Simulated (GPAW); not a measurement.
# Mg3TeS2 (ordered alloy, started on the rocksalt lattice) (P-3m1): G0W0 on several meshes in GPAW

Aim: the GW shift of Mg3TeS2 (ordered alloy, started on the rocksalt lattice) (P-3m1) against the k mesh.

Method: LDA and many-body steps on it, plane waves, in GPAW 26.7.0.

This is a report of a sequence of runs, with most program output left out.

The structure was built from a prototype and need not be the compound's stable phase.

### 1. Set-up

Symmetry: P-3m1, No. 164, trigonal system. Conventional cell: a = 3.801 Å, b = 3.801 Å, c = 9.299 Å, α = 90.00°, β = 90.00°, γ = 120.00°. Nearest to S lie 6 Mg at 2.62 Å. Nearest to Mg lie 6 S at 2.62 Å. Nearest to Mg lie 3 S at 2.62 Å and 3 Te at 2.83 Å. Nearest to Te lie 6 Mg at 2.83 Å. Farther neighbours and most contacts between anions are not listed.

Structure file:

```xyz
6
Lattice="3.8012 0.0000 0.0000 -1.9006 3.2920 0.0000 0.0000 0.0000 9.2994" Properties=species:S:1:pos:R:3 pbc="T T T"
S     1.9006    1.0973    6.0848
Mg   -1.9006    3.2920    4.6497
S     0.0000    2.1946    3.2146
Mg    1.9006    1.0973    1.7829
Te   -1.9006    3.2920    0.0000
Mg    0.0000    2.1946    7.5165
```

The structure was relaxed with LDA. The structure type comes from a generator and need not be one that this composition takes. The runs that relaxed it are not among those shown. Spin-orbit coupling is left out unless a step names it.

### 2. Empty states on the mesh, 3×3×2 mesh, 401 bands

This step: GPAW 26.7.0; DFT, LDA, plane waves, PAW.

The sums over transitions need many empty states on a uniform mesh; this step solves for them.

File run.py:

```python
import json
import numpy as np
from gpaw.mpi import world
from gpaw import GPAW

calc = GPAW('gs.gpw').fixed_density(kpts={'size': (3, 3, 2), 'gamma': True},
    parallel={'domain': 1, 'band': 1},
    txt='nscf.txt')
calc.diagonalize_full_hamiltonian(nbands=401)
calc.write('full.gpw', mode='all')
res = {}
kpts = calc.get_ibz_k_points()
res['kpts'] = kpts
res['eigenvalues'] = [calc.get_eigenvalues(kpt=k) for k in range(len(kpts))]
res['n_electrons'] = calc.get_number_of_electrons()

if world.rank == 0:
    with open('result.json', 'w') as f:
        json.dump(res, f, default=lambda x: x.tolist())
```

On the command line:

```
> mpirun -n 6 gpaw python run.py
```

The job ended after 20 s (6 MPI ranks of Arm Neoverse V1, shared host; peak memory 3.5 GiB; 2 min of CPU time).

Numbers from this step:

```yaml
gap: 1.021 eV
k_of_the_valence_top: 0, 0, 0
k_of_the_conduction_bottom: 0.3333, 0, 0
least_direct_gap: 1.029 eV
k_points_computed: 6
lowest_point_of_the_top_converged_band_above_the_valence_top: 113.2686 eV
```

On this mesh the gap is 1.021 eV.

### 3. 3×3×2

G0W0 replaces the xc potential by the self-energy, built once from these orbitals. Only a window of levels is corrected, while the sums run over the empty bands that the input names.

This step: G0W0 on LDA, plane waves, PAW.

File run.py:

```python
import json
import numpy as np
from gpaw.mpi import world
from gpaw.response.g0w0 import G0W0

gw = G0W0('full.gpw',
    filename='gw',
    kpts=[0, 2],
    bands=(22, 26),
    ecut=78,
    nbands=182,
    integrate_gamma='WS',
    ppa=True)
gw.calculate()
res = {mode: {k: v for k, v in r.items() if k != 'sigma_eskwn'}
       for mode, r in gw.all_results.items()}

if world.rank == 0:
    with open('result.json', 'w') as f:
        json.dump(res, f, default=lambda x: x.tolist())
```

On the command line:

```
> mpirun -n 8 gpaw python run.py
```

The job ended after 19 s (8 MPI ranks; peak memory 3 GiB; 2.5 min of CPU time).

Numbers from this step:

| Property | Result |
| --- | --- |
| G0W0 gap on the points computed | 2.023 eV |
| least direct G0W0 gap on the computed points | 2.095 eV |
| Z at the valence top | 0.8003 |
| Z at the conduction bottom | 0.8095 |
| starting gap on the mesh | 1.021 eV |
| k of the valence top | 0, 0, 0 |
| k of the conduction bottom | 0.3333, 0, 0 |

The gap on the mesh goes from 1.02 eV to 2.02 eV, a correction of +1.00 eV.

### 4. Empty states on the mesh, 3×3×1 mesh, 192 bands

This step: DFT, LDA, plane waves, PAW.

File run.py:

```python
import json
import numpy as np
from gpaw.mpi import world
from gpaw import GPAW

calc = GPAW('gs.gpw').fixed_density(kpts={'size': (3, 3, 1), 'gamma': True},
    parallel={'domain': 1, 'band': 1},
    txt='nscf.txt')
calc.diagonalize_full_hamiltonian(nbands=192)
calc.write('full.gpw', mode='all')
res = {}
kpts = calc.get_ibz_k_points()
res['kpts'] = kpts
res['eigenvalues'] = [calc.get_eigenvalues(kpt=k) for k in range(len(kpts))]
res['n_electrons'] = calc.get_number_of_electrons()

if world.rank == 0:
    with open('result.json', 'w') as f:
        json.dump(res, f, default=lambda x: x.tolist())
```

On the command line:

```
> mpirun -n 3 gpaw python run.py
```

It took 19 s on 3 MPI ranks; peak memory 1.7 GiB; 58 s of CPU time.

Numbers from this step:

* gap: 1.021 eV
* k of the valence top: 0, 0, 0
* k of the conduction bottom: 0.3333, 0, 0
* least direct gap: 1.029 eV
* k points computed: 3
* lowest point of the top converged band, above the valence top: 61.9420 eV

On this mesh the gap is 1.021 eV.

### 5. 3×3×1

This step: G0W0 on LDA, plane waves, PAW.

File run.py:

```python
import json
import numpy as np
from gpaw.mpi import world
from gpaw.response.g0w0 import G0W0

gw = G0W0('full.gpw',
    filename='gw',
    kpts=[0, 1],
    bands=(22, 26),
    ecut=78,
    nbands=182,
    integrate_gamma='WS',
    ppa=True)
gw.calculate()
res = {mode: {k: v for k, v in r.items() if k != 'sigma_eskwn'}
       for mode, r in gw.all_results.items()}

if world.rank == 0:
    with open('result.json', 'w') as f:
        json.dump(res, f, default=lambda x: x.tolist())
```

On the command line:

```
> mpirun -n 8 gpaw python run.py
```

Run time: 11 s. Hardware: 8 MPI ranks; peak memory 2.8 GiB; 86 s of CPU time.

This step gave:

```
G0W0 gap on the points computed              : 1.982 eV
least direct G0W0 gap on the computed points : 2.060 eV
Z at the valence top                         : 0.7984
Z at the conduction bottom                   : 0.8078
starting gap on the mesh                     : 1.021 eV
k of the valence top                         : 0, 0, 0
k of the conduction bottom                   : 0.3333, 0, 0
```

Against G0W0 in GPAW (3×3×2 mesh, 182 bands, screening to 78 eV, Godby-Needs plasmon pole), the gap moves by −0.040 eV.

### 6. Side by side

Times are wall times on 8 MPI ranks of Arm Neoverse V1, shared host, good to a factor of about two.

| run | mesh | bands | screening cutoff (eV) | DFT gap (eV) | gap on the mesh (eV) | direct (eV) | time |
| --- | --- | --- | --- | --- | --- | --- | --- |
| 3×3×2 | 3×3×2 | 182 | 78 | 1.021 | 2.023 | 2.095 | 19 s |
| 3×3×1 | 3×3×1 | 182 | 78 | 1.021 | 1.982 | 2.060 | 11 s |

### 7. What came out

```yaml
3x3x2: 2.023 eV
3x3x1: 1.982 eV
known_limits: not at the basis limit; no spin-orbit coupling; coarse k mesh
```

What this shows: 3×3×1: −0.040 eV against 3×3×2. Bands and cutoff are finite, so the gap is not at the basis limit. The miss can reach some tenths of an eV and take either sign; the mesh is an error of its own. These stock PAW sets were not made for GW; the filled d or f shell of Te lies in the frozen core, which bears on start and correction. In the G0W0 runs levels were corrected at 2 k points alone, so a gap called «on the mesh» is the least over those, and an edge elsewhere would be missed. A denser mesh or path gives a starting gap of 0.17 eV: the GW mesh misses a band edge, so its gaps are not the fundamental one. The 3×3×2 mesh is coarse for this cell, which bears on the long-range parts of exchange and screening. The many-body steps are scalar-relativistic: spin-orbit coupling is not in them.

[Paths, hosts, dates, memory and timing lines, banners, echoed tables and standing remarks are left out of the program output.]

[Logs are printed without paths, hosts, clocks, repeated set-up lines and the standing remarks that a program may print on its own settings, such as how far it seeks lower states.]

[Runs of the session that timed out or met a known fault of the program may be left out.]

[Hosts, paths, dates, database ids (printed as entryN), source tags and the programs' standing remarks are cut or masked in the printed files.]
